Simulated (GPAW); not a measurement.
Consider TiB2 (P6/mmm).

```xyz
3
Lattice="3.0292 0.0000 0.0000 -1.5146 2.6234 0.0000 0.0000 0.0000 3.2284" Properties=species:S:1:pos:R:3 pbc="T T T"
Ti    0.0000    0.0000    0.0000
B     1.5146    0.8745    1.6142
B     0.0000    1.7489    1.6142
```

Absorber: atom 1, with 12 B at 2.38 Å (12-fold, site symmetry 6/mmm). Method: GPAW, PBE, excited-electron core hole (neutral cell), 18-atom cell with 5.2 Å between holes, 7×7×5 k points, dipole transitions, Gaussian full width 0.94 eV up to 4 eV, rising linearly to 3.5 eV at 25 eV.

Question: What does the Ti K edge look like?

Main maxima up to 30 eV above the zero (height): 9.2 eV (1.05), 16.4 eV (2.35) and 26.3 eV (1.17). A K edge sees empty p states. The first eV above the zero hold little dipole weight, as the lowest empty bands are of d character; the main edge, of 4p character, rises through 0.6 near 7 eV above the zero. The total-energy difference is 4983.51 eV. One term is added: -22.82 eV, since the hole is spin-paired here and a spin-polarised one costs that much less in the free atom (computed apart). The photon energy is then 4960.69 eV. The tabulated edge of the element is 4966 eV. The functional leaves an error of a few eV in such absolute values.

The Ti K spectrum (energy from the lowest empty level; intensity scaled to a mean of 1 over the first 20 eV; polarised curves are means over the symmetry-equivalent atoms):

```
E (eV)  isotropic  ε ⊥ c  ε ∥ c
  -2.0       0.00   0.00   0.00
  -1.0       0.00   0.00   0.00
   0.0       0.02   0.02   0.03
   1.0       0.10   0.08   0.14
   2.0       0.18   0.16   0.24
   3.0       0.24   0.16   0.39
   4.0       0.31   0.09   0.74
   5.0       0.36   0.39   0.28
   6.0       0.50   0.61   0.28
   7.0       0.53   0.49   0.61
   8.0       0.81   0.73   0.98
   9.0       1.04   1.25   0.63
  10.0       0.97   1.21   0.49
  11.0       0.89   1.03   0.59
  12.0       0.98   1.00   0.93
  13.0       1.36   1.34   1.39
  14.0       1.77   1.86   1.60
  15.0       2.07   2.21   1.81
  16.0       2.31   2.40   2.14
  17.0       2.26   2.24   2.31
  18.0       1.74   1.55   2.13
  19.0       1.11   0.84   1.65
  20.0       0.76   0.49   1.28
  21.0       0.78   0.50   1.35
  22.0       0.96   0.66   1.56
  23.0       1.08   0.83   1.58
  24.0       1.12   0.97   1.41
  25.0       1.15   1.12   1.19
  26.0       1.17   1.26   0.99
  27.0       1.16   1.32   0.83
  28.0       1.09   1.28   0.72
  29.0       0.99   1.16   0.66
  30.0       0.89   1.01   0.65
  31.0       0.81   0.88   0.66
  32.0       0.76   0.80   0.69
```

Quadrupole 1s→3d transitions, which feed the pre-edge, are not in the dipole spectrum. The holes are only 5.2 Å apart, so the shape is probably not converged with cell size; no larger cell was run here. The structure is a published determination, not relaxed.

[Banner, clock and machine lines of the logs are left out without a mark of their own.]

[Logs are printed without paths, hosts, clocks, repeated set-up lines and the standing remarks that a program may print on its own settings, such as how far it seeks lower states.]

[Hosts, paths, dates, database ids (printed as entryN), source tags and the programs' standing remarks are cut or masked in the printed files.]

[Lists of maxima count a maximum above −3 eV only where it reaches 4 % of the highest in the window and stands out from its surroundings by 2 % of it (1.5 % where it reaches 55 %); shoulders and weaker maxima are passed over, and of the rest the first, up to two pre-edge ones and the few strongest are named.]
